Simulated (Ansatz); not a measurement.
# Glassy CaAl2Si2O8 (117 atoms), the relaxed geometry

The starting structure: 117 atoms (18 Al, 9 Ca, 72 O, 18 Si) placed at random at 2.71 g/cm³, melted at 4500 K for 20 ps at fixed volume with the Morse and Coulomb pair potential with partial charges (Pedone, Malavasi, Menziani, Cormack and Segre, J. Phys. Chem. B 110, 11780 (2006)). Quenched from 4500 K to 300 K at 20 K/ps and fixed volume, held 5 ps. The density is a measured one.

Calculated values (Ansatz 0.2.0, Kohn-Sham DFT, PBE, PAW (set soft_2), plane waves; cutoff 420 eV, Γ point, fermi-dirac smearing of 0.05 eV; density 2.71 g/cm³) for the relaxed geometry.

Cell vectors (Å):

```
11.536 0.000 0.000
0.000 11.536 0.000
0.000 0.000 11.536
```

Positions (Å):

```
1 Al 3.837 0.188 11.100
2 Al 9.596 11.004 0.962
3 Al 6.977 9.887 4.755
4 Al 3.504 2.582 3.290
5 Al 11.223 5.915 3.444
6 Al 9.380 11.329 5.879
7 Al 10.267 7.786 10.451
8 Al 11.505 9.482 7.289
9 Al 5.159 11.490 6.395
10 Al 4.721 7.362 7.787
11 Al 0.994 11.126 4.681
12 Al 10.770 0.987 3.203
13 Al 8.960 2.096 9.146
14 Al 6.497 10.150 8.197
15 Al 1.134 10.943 1.269
16 Al 6.946 0.576 11.418
17 Al 5.752 1.734 9.168
18 Al 3.930 7.084 1.681
19 Ca 2.803 8.460 10.301
20 Ca 4.906 3.802 6.166
21 Ca 2.742 9.024 6.090
22 Ca 0.021 1.839 10.945
23 Ca 7.967 5.504 5.032
24 Ca 0.760 5.153 10.267
25 Ca 7.772 7.335 8.636
26 Ca 4.027 3.672 0.111
27 Ca 10.452 8.975 3.856
28 O 4.484 8.307 0.461
29 O 9.508 9.379 1.685
30 O 8.307 11.056 11.395
31 O 0.250 7.333 11.224
32 O 0.050 7.376 2.448
33 O 3.514 11.040 7.095
34 O 2.005 1.073 8.920
35 O 9.654 5.160 3.088
36 O 2.697 2.929 7.214
37 O 5.652 1.587 5.831
38 O 11.044 5.184 7.280
39 O 2.814 3.261 4.775
40 O 4.901 10.536 4.836
41 O 9.908 0.622 9.446
42 O 6.876 1.404 1.419
43 O 7.686 2.005 3.929
44 O 0.456 9.658 5.586
45 O 0.912 4.800 3.052
46 O 1.736 0.938 5.542
47 O 5.712 5.856 7.880
48 O 3.121 7.571 8.376
49 O 2.557 3.600 9.914
50 O 5.452 10.873 11.521
51 O 9.574 2.903 7.671
52 O 6.565 10.306 6.466
53 O 5.059 3.391 3.281
54 O 7.185 3.647 5.864
55 O 8.225 1.042 6.328
56 O 4.742 1.641 10.631
57 O 6.574 8.151 4.441
58 O 0.074 2.330 2.553
59 O 1.446 9.229 1.007
60 O 9.960 6.042 9.884
61 O 2.582 3.143 1.895
62 O 10.480 9.369 9.649
63 O 6.826 9.029 1.336
64 O 2.490 10.235 4.110
65 O 11.187 11.479 0.443
66 O 8.859 6.643 6.762
67 O 5.640 3.324 8.427
68 O 8.793 9.897 5.023
69 O 11.204 7.769 7.485
70 O 0.302 3.084 6.031
71 O 5.117 5.107 10.441
72 O 8.349 7.117 2.095
73 O 3.366 10.605 9.783
74 O 7.362 1.654 9.921
75 O 9.586 3.338 10.290
76 O 4.067 7.616 3.358
77 O 7.028 11.027 3.364
78 O 10.698 0.466 4.885
79 O 10.870 6.683 5.015
80 O 4.464 7.531 5.998
81 O 5.546 5.710 4.424
82 O 7.199 4.821 2.695
83 O 4.470 10.138 2.262
84 O 2.405 0.352 0.527
85 O 9.244 0.630 2.336
86 O 8.634 7.946 11.119
87 O 3.735 0.897 3.255
88 O 0.380 11.123 2.925
89 O 5.671 0.218 8.289
90 O 5.860 8.532 8.486
91 O 4.795 5.540 1.732
92 O 10.134 10.628 7.418
93 O 2.332 6.757 0.990
94 O 7.599 5.015 9.482
95 O 0.492 3.866 0.462
96 O 8.656 5.011 0.478
97 O 8.072 10.005 8.890
98 O 1.389 10.044 8.169
99 O 0.442 3.174 8.678
100 Si 5.159 7.373 4.529
101 Si 7.236 2.059 5.521
102 Si 1.827 2.503 5.807
103 Si 0.981 3.572 1.999
104 Si 8.951 4.837 10.423
105 Si 8.507 5.501 1.998
106 Si 2.585 11.109 8.433
107 Si 5.588 4.857 2.963
108 Si 7.588 0.864 2.773
109 Si 3.900 10.883 3.599
110 Si 2.056 2.706 8.702
111 Si 5.940 4.795 9.137
112 Si 10.481 6.597 6.631
113 Si 5.346 9.581 1.038
114 Si 9.568 10.598 9.035
115 Si 0.988 7.683 1.146
116 Si 8.302 8.424 1.105
117 Si 10.999 3.555 7.356
```

Q: Give the Löwdin charge of every atom.

Charges in e, in the order of the atoms, ten a line:

```
+1.315 +1.307 +1.307 +1.328 +1.334 +1.326 +1.294 +1.292 +1.305 +1.195
+1.244 +1.357 +1.347 +1.325 +1.317 +1.349 +1.311 +1.358 +1.818 +1.799
+1.843 +1.817 +1.800 +1.790 +1.830 +1.799 +1.821 -0.885 -0.884 -0.885
-0.907 -0.883 -0.851 -0.800 -0.870 -0.824 -0.883 -0.804 -0.867 -0.818
-0.854 -0.825 -0.781 -0.980 -0.844 -0.819 -0.900 -1.083 -0.979 -0.787
-0.805 -0.874 -0.840 -1.026 -0.816 -0.925 -0.843 -0.845 -0.857 -0.884
-0.907 -0.802 -0.766 -0.889 -0.971 -1.035 -0.878 -0.972 -0.838 -0.770
-0.959 -0.806 -0.894 -0.845 -0.873 -0.838 -0.826 -0.854 -0.884 -0.904
-0.862 -0.813 -0.777 -0.894 -0.816 -0.860 -0.837 -0.873 -0.850 -0.962
-0.857 -0.811 -0.871 -0.830 -1.043 -0.781 -0.846 -0.860 -0.863 +1.665
+1.666 +1.713 +1.667 +1.707 +1.736 +1.688 +1.694 +1.718 +1.722 +1.641
+1.625 +1.650 +1.741 +1.716 +1.668 +1.737 +1.722
```

Forces are small here, 0.015 eV/Å r.m.s. The Löwdin charges lack the electrons that the projection spills, 0.067 e an atom on average.

[Logs are printed without paths, hosts, clocks, repeated set-up lines and the standing remarks that a program may print on its own settings, such as how far it seeks lower states.]

[Hosts, paths, dates, database ids (printed as entryN), source tags and the programs' standing remarks are cut or masked in the printed files.]
